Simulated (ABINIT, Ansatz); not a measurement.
# Al3GaN4 (P-43m): G0W0 on several meshes in ABINIT

Wanted: mesh dependence and cost of G0W0 for Al3GaN4 (P-43m).

Method: PBEsol and many-body steps on it, plane waves, in ABINIT 10.8.3.

## Step 1: The starting structure

Symmetry: P-43m, No. 215, cubic system. The conventional cell has a = 4.401 Å, b = 4.401 Å, c = 4.401 Å, α = 90.00°, β = 90.00°, γ = 90.00°. Al has 4 N at 1.89 Å nearest. Nearest to Ga lie 4 N at 1.95 Å. Nearest to N lie 3 Al at 1.89 Å and 1 Ga at 1.95 Å. Farther neighbours and most contacts between anions are not listed.

The cell and positions are those that the Materials Project relaxed with its own functionals (PBE, PBE+U or r2SCAN), kept fixed.

## Step 2: Empty states on the mesh, 2×2×2 mesh, 179 bands

This step: ABINIT 10.8.3; DFT, PBEsol, plane waves, norm-conserving pseudopotentials.

The sums over transitions need many empty states on a uniform mesh; this step solves for them.

run.abi reads:

```
acell 3*1.0 Angstrom
rprim 
  4.401438530000 0.000000000000 0.000000000000
  0.000000000000 4.401438530000 0.000000000000
  0.000000000000 0.000000000000 4.401438530000
ntypat 3
znucl 13 31 7
natom 8
typat 1 1 1 2 3 3 3 3
xred 
  0.500000000000 0.500000000000 0.000000000000
  0.500000000000 0.000000000000 0.500000000000
  0.000000000000 0.500000000000 0.500000000000
  0.000000000000 0.000000000000 0.000000000000
  0.744163430000 0.744163430000 0.255836570000
  0.744163430000 0.255836570000 0.744163430000
  0.255836570000 0.744163430000 0.744163430000
  0.255836570000 0.255836570000 0.255836570000
pp_dirpath "pseudos"
pseudos "Al.upf, Ga.upf, N.upf"
ecut 45
ngkpt 2 2 2
nshiftk 1
shiftk 0 0 0
kptopt 1
chksymbreak 0
iscf -2
irdden 1
istwfk *1
nband 179
nbdbuf 16
tolwfr 1e-09
nstep 60
prtvol 0
indata_prefix "in"
outdata_prefix "out"
tmpdata_prefix "tmp"
```

Started as:

```bash
$ OMP_NUM_THREADS=1 mpirun -n 4 abinit run.abi > log
```

Numbers of over 12 decimals in the logs are rounded to 6 here.

What it wrote:

```text
.Version 10.8.3 of ABINIT. v10.8.2 released Aug 2026.

 Symmetries : space group P-4 3 m (#215); Bravais cP (primitive cubic)
[... echo of the input left out ...]
== DATASET  1 ==================================================================
-   mpi_nproc: 4, omp_nthreads: 1 (-1 if OMP is not activated)

--- !DatasetInfo
iteration_state: {dtset: 1, }
dimensions: {natom: 8, nkpt: 4, mband: 179, nsppol: 1, nspinor: 1, nspden: 1, mpw: 8340, }
cutoff_energies: {ecut:  45.0, pawecutdg:  -1.0, }
[...]
2.69637    2.69637    2.76858    2.78733    2.78733    2.81665    2.81665    2.85854
   2.85854    2.85854    2.89995    2.89995    2.89995    2.93045    2.93046    2.93051
   2.96910    2.98005    2.98206
 prteigrs : prtvol=0 or 1, do not print more k-points.

== END DATASET(S) ==============================================================
================================================================================

 -outvars: echo values of variables after computation  --------
            nband         179
             nkpt           4
          spgroup         215
 [... the other variables as echoed above ...]

 Calculation completed.
```

It took 54 s on 4 MPI ranks of Arm Neoverse V2, shared host; peak memory 0.46 GiB.

Numbers from this step:

* gap: 3.332 eV
* k of the valence top: 0, 0, 0
* k of the conduction bottom: 0, 0, 0
* least direct gap: 3.332 eV
* k points computed: 4
* lowest point of the top converged band, above the valence top: 69.2375 eV

On this mesh the gap is 3.332 eV.

The density comes from a self-consistent run that is not shown.

## Step 3: Screening, 2×2×2 mesh, 81 bands, screening to 114.3 eV

The RPA dielectric matrix is built and inverted for each q.

This step: RPA screening on PBEsol, plane waves, norm-conserving pseudopotentials.

run.abi, as its differences from that of step 2:

```diff
@@ -26,10 +26,11 @@
 chksymbreak 0
-iscf -2
-irdden 1
 istwfk *1
-nband 179
-nbdbuf 16
-tolwfr 1e-09
-nstep 60
-prtvol 0
+occopt 1
+irdwfk 1
+optdriver 3
+nband 81
+ecuteps 4.2
+inclvkb 2
+awtr 1
+symchi 1
 indata_prefix "in"
```

What it wrote:

```text
.Version 10.8.3 of ABINIT. v10.8.2 released Aug 2026.

 Symmetries : space group P-4 3 m (#215); Bravais cP (primitive cubic)
[... echo of the input left out ...]
== DATASET  1 ==================================================================
-   mpi_nproc: 4, omp_nthreads: 1 (-1 if OMP is not activated)

--- !DatasetInfo
iteration_state: {dtset: 1, }
dimensions: {natom: 8, nkpt: 4, mband: 81, nsppol: 1, nspinor: 1, nspden: 1, mpw: 8340, }
cutoff_energies: {ecut:  45.0, pawecutdg:  -1.0, }
electrons: {nelect:   5.00000000E+01, charge:   0.00000000E+00, occopt:   1.00000000E+00, tsmear:   1.00000000E-02, }

 SCREENING: Calculation of the susceptibility and dielectric matrices

 Based on a program developped by R.W. Godby, V. Olevano, G. Onida, and L. Reining.
 Incorporated in ABINIT by V. Olevano, G.-M. Rignanese, and M. Torrent.
.Using double precision arithmetic ; gwpc =  8

[... cell and pseudopotentials left out ...]
--------------------------------------------------------------------------------

 ==== K-mesh for the wavefunctions ====
 Number of points in the irreducible wedge :     4
[... list of points left out ...]
 Together with 24 symmetry operations and time-reversal symmetry
 yields     8 points in the full Brillouin Zone.

 ==== Q-mesh for the screening function ====
 Number of points in the irreducible wedge :     4
[... list of points left out ...]
 Together with 24 symmetry operations and time-reversal symmetry
 yields     8 points in the full Brillouin Zone.

 setmesh: FFT mesh size selected  =    36x   36x   36
          total number of points  =        46656

 vcoul_init : cutoff-mode = AUXILIARY_FUNCTION
 q-points for optical limit:   1
     1)      0.000010    0.000020    0.000030

- screening: taking advantage of time-reversal symmetry
- Maximum band index for partially occupied states nbvw = 25
- Remaining bands to be divided among processors   nbcw = 56
- Number of bands treated by each node ~14

 Number of electrons calculated from density =   50.0000; Expected =   50.0000
 average of density, n =  0.086894
 r_s =    1.4006
 omega_plasma =   28.4348 [eV]

 calculating chi0 at frequencies [eV] :
  1    0.000000E+00    0.000000E+00
  2    0.000000E+00    2.843481E+01

--------------------------------------------------------------------------------
  q-point number  1        q = ( 0.000000, 0.000000, 0.000000) [r.l.u.]
--------------------------------------------------------------------------------
[... chi0 elements left out ...]
 For q-point:  0.000010 0.000020 0.000030
  dielectric constant =   5.7305
  dielectric constant without local fields =   6.2102

  Average fulfillment of the sum rule on Im[epsilon] for q-point    1 :     35.54  [%]
[... wings left out ...]
  q-point number  2        q = ( 0.500000, 0.000000, 0.000000) [r.l.u.]
--------------------------------------------------------------------------------
[... chi0 elements left out ...]
  Average fulfillment of the sum rule on Im[epsilon] for q-point    2 :     42.59  [%]

 [... 2 further q-points ...]
```

The job ended after 16 s (4 MPI ranks; peak memory 1.1 GiB).

This step gave:

| Quantity | Value |
| --- | --- |
| ε∞ with local fields, on this mesh, along the program's q direction | 5.731 |
| the same without local fields | 6.210 |
| plasma frequency | 28.43 eV |
| plane waves in the screening matrix | 251 |

Local fields lower ε∞ by 8 %. On a Γ-centred mesh this coarse the value itself is usually too large, while a short band sum pulls it down.

## Step 4: 2×2×2

The self-energy is evaluated for the states that the input lists, and the levels follow from it, in one-shot runs by the linearised quasiparticle equation.

This step: G0W0 on PBEsol, plane waves, norm-conserving pseudopotentials.

run.abi, as its differences from that of step 3:

```diff
@@ -29,8 +29,15 @@
 irdwfk 1
-optdriver 3
+optdriver 4
 nband 81
+gwcalctyp 0
+ecutsigx 45
+symsigma 1
+nkptgw 1
+kptgw 
+  0.0000000000 0.0000000000 0.0000000000
+bdgw 
+  23 28
 ecuteps 4.2
-inclvkb 2
-awtr 1
-symchi 1
+irdscr 1
+ppmodel 1
 indata_prefix "in"
```

What it wrote:

```text
.Version 10.8.3 of ABINIT. v10.8.2 released Aug 2026.

 Symmetries : space group P-4 3 m (#215); Bravais cP (primitive cubic)
[... echo of the input left out ...]
== DATASET  1 ==================================================================
-   mpi_nproc: 4, omp_nthreads: 1 (-1 if OMP is not activated)

--- !DatasetInfo
iteration_state: {dtset: 1, }
dimensions: {natom: 8, nkpt: 4, mband: 81, nsppol: 1, nspinor: 1, nspden: 1, mpw: 8340, }
cutoff_energies: {ecut:  45.0, pawecutdg:  -1.0, }
electrons: {nelect:   5.00000000E+01, charge:   0.00000000E+00, occopt:   1.00000000E+00, tsmear:   1.00000000E-02, }

 SIGMA: Calculation of the GW corrections

 Based on a program developped by R.W. Godby, V. Olevano, G. Onida, and L. Reining.
 Incorporated in ABINIT by V. Olevano, G.-M. Rignanese, and M. Torrent.
.Using double precision arithmetic ; gwpc =  8

[... cell and pseudopotentials left out ...]
--------------------------------------------------------------------------------

 ==== K-mesh for the wavefunctions ====
 Number of points in the irreducible wedge :     4
[... list of points left out ...]
 Together with 24 symmetry operations and time-reversal symmetry
 yields     8 points in the full Brillouin Zone.

 ==== Q-mesh for screening function ====
 Number of points in the irreducible wedge :     4
[... list of points left out ...]
 Together with 24 symmetry operations and time-reversal symmetry
 yields     8 points in the full Brillouin Zone.

 vcoul_init : cutoff-mode = AUXILIARY_FUNCTION
 q-points for optical limit:   1
     1)      0.000010    0.000020    0.000030
 setmesh: FFT mesh size selected  =    54x   54x   54
          total number of points  =       157464

 Number of electrons calculated from density =   50.0000; Expected =   50.0000
 average of density, n =  0.086894
 r_s =    1.4006
 omega_plasma =   28.4348 [eV]

 === KS Band Gaps ===
  >>>> For spin  1
   Minimum direct gap =   3.3322 [eV], located at k-point      :   0.0000  0.0000  0.0000
   Fundamental gap    =   3.3322 [eV], Top of valence bands at :   0.0000  0.0000  0.0000
                                       Bottom of conduction at :   0.0000  0.0000  0.0000
 SIGMA fundamental parameters:
 PLASMON POLE MODEL  1
 number of plane-waves for SigmaX                 8289
 number of plane-waves for SigmaC and W            251
 number of plane-waves for wavefunctions          8289
 number of bands                                    81
 number of independent spin polarizations            1
 number of spinorial components                      1
 number of k-points in IBZ                           4
 number of q-points in IBZ                           4
 number of symmetry operations                      24
 number of k-points in BZ                            8
 number of q-points in BZ                            8
 number of frequencies for dSigma/dE                 9
 frequency step for dSigma/dE [eV]                0.25
 number of omega for Sigma on real axis              0
 max omega for Sigma on real axis  [eV]           0.00
 zcut for avoiding poles [eV]                     0.10

 EPSILON^-1 parameters (SCR file):
 dimension of the eps^-1 matrix on file            251
 dimension of the eps^-1 matrix used               251
 number of plane-waves for wavefunctions          8289
 number of bands                                    81
 number of q-points in IBZ                           4
 number of frequencies                               2
 number of real frequencies                          1
 number of imag frequencies                          1

 matrix elements of self-energy operator (all in [eV])

 Perturbative Calculation

--- !SelfEnergy_ee
iteration_state: {dtset: 1, }
kpoint     : [   0.000,    0.000,    0.000, ]
spin       : 1
KS_gap     :    3.332
QP_gap     :    4.273
Delta_QP_KS:    0.940
data: !SigmaeeData |
     Band     E0 <VxcDFT>   SigX SigC(E0)      Z dSigC/dE  Sig(E)    E-E0       E
       23   5.951 -17.109 -20.836   3.761   0.794  -0.259 -17.082   0.027   5.977
       24   5.951 -17.109 -20.836   3.761   0.794  -0.259 -17.082   0.027   5.977
       25   5.951 -17.109 -20.836   3.761   0.794  -0.259 -17.082   0.027   5.977
       26   9.283 -10.415  -5.888  -3.370   0.836  -0.196  -9.448   0.967  10.250
       27   9.283 -10.415  -5.888  -3.370   0.836  -0.196  -9.448   0.967  10.250
       28   9.283 -10.415  -5.888  -3.370   0.836  -0.196  -9.448   0.967  10.250

== END DATASET(S) ==============================================================
================================================================================

 -outvars: echo values of variables after computation  --------
           etotal      0.0000000000E+00
            nband          81
             nkpt           4
          spgroup         215
 [... the other variables as echoed above ...]

 Calculation completed.
```

Run time: 4.8 s. Hardware: 4 MPI ranks; peak memory 0.9 GiB; 19 s of CPU time.

This step gave:

```yaml
g0w0_gap_on_the_points_computed: 4.273 eV
starting_gap_on_the_mesh: 3.332 eV
k_of_the_valence_top: 0, 0, 0
k_of_the_conduction_bottom: 0, 0, 0
z_at_the_valence_top: 0.794
z_at_the_conduction_bottom: 0.836
least_direct_g0w0_gap_on_the_computed_points: 4.273 eV
```

The gap on the mesh goes from 3.33 eV to 4.27 eV, a correction of +0.94 eV.

## Step 5: Empty states on the mesh, 4×4×4 mesh, 89 bands

This step: DFT, PBEsol, plane waves, norm-conserving pseudopotentials.

run.abi, as its differences from that of step 4:

```diff
@@ -21,3 +21,3 @@
 ecut 45
-ngkpt 2 2 2
+ngkpt 4 4 4
 nshiftk 1
@@ -26,18 +26,10 @@
 chksymbreak 0
+iscf -2
+irdden 1
 istwfk *1
-occopt 1
-irdwfk 1
-optdriver 4
-nband 81
-gwcalctyp 0
-ecutsigx 45
-symsigma 1
-nkptgw 1
-kptgw 
-  0.0000000000 0.0000000000 0.0000000000
-bdgw 
-  23 28
-ecuteps 4.2
-irdscr 1
-ppmodel 1
+nband 89
+nbdbuf 8
+tolwfr 1e-09
+nstep 60
+prtvol 0
 indata_prefix "in"
```

What it wrote:

```text
.Version 10.8.3 of ABINIT. v10.8.2 released Aug 2026.

 Symmetries : space group P-4 3 m (#215); Bravais cP (primitive cubic)
[... echo of the input left out ...]
== DATASET  1 ==================================================================
-   mpi_nproc: 4, omp_nthreads: 1 (-1 if OMP is not activated)

--- !DatasetInfo
iteration_state: {dtset: 1, }
dimensions: {natom: 8, nkpt: 10, mband: 89, nsppol: 1, nspinor: 1, nspden: 1, mpw: 8340, }
cutoff_energies: {ecut:  45.0, pawecutdg:  -1.0, }
[...]
1.39414    1.45921    1.45921    1.45949    1.45949    1.45949    1.48183    1.48183
   1.48183    1.53032    1.53032    1.53032    1.53331    1.53331    1.53331    1.60599
   1.60599
 prteigrs : prtvol=0 or 1, do not print more k-points.

== END DATASET(S) ==============================================================
================================================================================

 -outvars: echo values of variables after computation  --------
            nband          89
             nkpt          10
          spgroup         215
 [... the other variables as echoed above ...]

 Calculation completed.
```

Run time: 59 s. Hardware: 4 MPI ranks; peak memory 0.44 GiB.

This step gave:

* gap: 3.332 eV
* k of the valence top: 0, 0, 0
* k of the conduction bottom: 0, 0, 0
* least direct gap: 3.332 eV
* k points computed: 10
* lowest point of the top converged band, above the valence top: 34.37 eV

On this mesh the gap is 3.332 eV.

## Step 6: Screening, 4×4×4 mesh, 81 bands, screening to 114.3 eV

This step: RPA screening on PBEsol, plane waves, norm-conserving pseudopotentials.

run.abi, as its differences from that of step 5:

```diff
@@ -26,10 +26,11 @@
 chksymbreak 0
-iscf -2
-irdden 1
 istwfk *1
-nband 89
-nbdbuf 8
-tolwfr 1e-09
-nstep 60
-prtvol 0
+occopt 1
+irdwfk 1
+optdriver 3
+nband 81
+ecuteps 4.2
+inclvkb 2
+awtr 1
+symchi 1
 indata_prefix "in"
```

What it wrote:

```text
.Version 10.8.3 of ABINIT. v10.8.2 released Aug 2026.

 Symmetries : space group P-4 3 m (#215); Bravais cP (primitive cubic)
[... echo of the input left out ...]
== DATASET  1 ==================================================================
-   mpi_nproc: 4, omp_nthreads: 1 (-1 if OMP is not activated)

--- !DatasetInfo
iteration_state: {dtset: 1, }
dimensions: {natom: 8, nkpt: 10, mband: 81, nsppol: 1, nspinor: 1, nspden: 1, mpw: 8340, }
cutoff_energies: {ecut:  45.0, pawecutdg:  -1.0, }
electrons: {nelect:   5.00000000E+01, charge:   0.00000000E+00, occopt:   1.00000000E+00, tsmear:   1.00000000E-02, }

 SCREENING: Calculation of the susceptibility and dielectric matrices

 Based on a program developped by R.W. Godby, V. Olevano, G. Onida, and L. Reining.
 Incorporated in ABINIT by V. Olevano, G.-M. Rignanese, and M. Torrent.
.Using double precision arithmetic ; gwpc =  8

[... cell and pseudopotentials left out ...]
--------------------------------------------------------------------------------

 ==== K-mesh for the wavefunctions ====
 Number of points in the irreducible wedge :    10
[... list of points left out ...]
 Together with 24 symmetry operations and time-reversal symmetry
 yields    64 points in the full Brillouin Zone.

 ==== Q-mesh for the screening function ====
 Number of points in the irreducible wedge :    10
[... list of points left out ...]
 Together with 24 symmetry operations and time-reversal symmetry
 yields    64 points in the full Brillouin Zone.

 setmesh: FFT mesh size selected  =    36x   36x   36
          total number of points  =        46656

 vcoul_init : cutoff-mode = AUXILIARY_FUNCTION
 q-points for optical limit:   1
     1)      0.000010    0.000020    0.000030

- screening: taking advantage of time-reversal symmetry
- Maximum band index for partially occupied states nbvw = 25
- Remaining bands to be divided among processors   nbcw = 56
- Number of bands treated by each node ~14

 Number of electrons calculated from density =   50.0000; Expected =   50.0000
 average of density, n =  0.086894
 r_s =    1.4006
 omega_plasma =   28.4348 [eV]

 calculating chi0 at frequencies [eV] :
  1    0.000000E+00    0.000000E+00
  2    0.000000E+00    2.843481E+01

--------------------------------------------------------------------------------
  q-point number  1        q = ( 0.000000, 0.000000, 0.000000) [r.l.u.]
--------------------------------------------------------------------------------
[... chi0 elements left out ...]
 For q-point:  0.000010 0.000020 0.000030
  dielectric constant =   4.6677
  dielectric constant without local fields =   5.0870

  Average fulfillment of the sum rule on Im[epsilon] for q-point    1 :     35.64  [%]
[... wings left out ...]
  q-point number  2        q = ( 0.250000, 0.000000, 0.000000) [r.l.u.]
--------------------------------------------------------------------------------
[... chi0 elements left out ...]
  Average fulfillment of the sum rule on Im[epsilon] for q-point    2 :     47.29  [%]

 [... 8 further q-points ...]
```

Wall time 86 s (4 MPI ranks); peak memory 1.9 GiB.

Numbers from this step:

* ε∞ with local fields, on this mesh, along the program's q direction: 4.668
* the same without local fields: 5.087
* plasma frequency: 28.43 eV
* plane waves in the screening matrix: 251

[end of part 1 of 2]

[Paths, hosts, dates, memory and timing lines, banners, echoed tables and standing remarks are left out of the program output.]

[Logs are printed without paths, hosts, clocks, repeated set-up lines and the standing remarks that a program may print on its own settings, such as how far it seeks lower states.]

[Runs of the session that timed out or met a known fault of the program may be left out.]

[No measured gap is set beside runs whose start may be inverted or whose files or cutoffs have a known fault.]

[Hosts, paths, dates, database ids (printed as entryN), source tags and the programs' standing remarks are cut or masked in the printed files.]

[G0W0 gaps are taken among the corrected bands and points alone; a level outside them can change the order at an edge.]

[Where Ansatz stands beside ABINIT at settings called matched, ABINIT's density can come from a denser mesh and the files from another edition; pairs whose starting gaps differed by over 0.03 eV were left out, so agreement reads better than it is.]
